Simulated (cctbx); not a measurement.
**What resolution and counting buy: Er2Fe14N**

Space group P4_2/mnm (no. 136), a = 8.8590 Å, b = 8.8590 Å, c = 11.7760 Å, α = 90.00°, β = 90.00°, γ = 90.00°.

```
atom  mult.       x       y       z  Ueq (Å²)
 Er1      4  0.7631  0.7631     1/2    0.0068
 Er2      4  0.6449  0.3551     1/2    0.0075
 Fe1     16  0.8441  0.5157  0.3183    0.0110
 Fe2     16  0.9517  0.2658  0.3815    0.0117
 Fe3      8  0.1810  0.1810  0.7420    0.0099
 Fe4      8  0.4102  0.4102  0.6971    0.0125
 Fe5      4       0       0  0.6400    0.0121
 Fe6      4     1/2       0       0    0.0127
  N1      4  0.8895  0.1105     1/2    0.0134
```

The model was made for the exercise: a known structure type with other elements put in, its volume estimated, not relaxed; displacement parameters are assumed.

Five simulated data sets (cctbx; Ag Kα, λ = 0.56087 Å; 1.5 % proportional error) differ in resolution or exposure (noise floor 2 counts in the first three, 8 in the last two). Each is refined with the right model, isotropic at 1.1 Å and anisotropic otherwise. How do the figures of merit and the uncertainties move?

```
d min (Å)  top counts  ⟨I/σ⟩ (unmerged, absences included)  unique  param. (scale apart)   Rint      R1  GooF  largest s.u. xyz (fractional)  s.u. U of N1 (Å²)  largest error (Å)
      1.1       40000                                 27.6     219                    23  0.016  0.0034  0.95                        0.00026             0.0009             0.0018
     0.84       40000                                 24.4     478                    50  0.018  0.0041  0.93                        0.00017             0.0006             0.0024
      0.6       40000                                 19.3    1254                    50  0.022  0.0050  0.93                        0.00011             0.0003             0.0015
     0.75         300                                  1.1     657                    50  0.455  0.0650  0.94                        0.00446             0.0157             0.0353
     0.75        3000                                  5.9     657                    50  0.082  0.0195  0.94                        0.00072             0.0027             0.0066
```

The number of reflections grows roughly as 1/d³: 219, 478 and 1254 here. R1 follows the noise rather than the truth: at 300 counts it is 0.0650, at 3000 counts 0.0195, while GooF is 0.94 and 0.94: the weights 1/σ² carry the noise. The s.u. of U (U11 where anisotropic) for N1 goes 0.0009, 0.0006, 0.0003 Å² with resolution and 0.0157, 0.0027 Å² with exposure.

Hardware for the 0.6 Å refinement: 0.44 s on 1 thread of Arm Neoverse V2, with other jobs on the host, peak memory 0.09 GiB.

[Logs are printed without paths, hosts, clocks, repeated set-up lines and the standing remarks that a program may print on its own settings, such as how far it seeks lower states.]
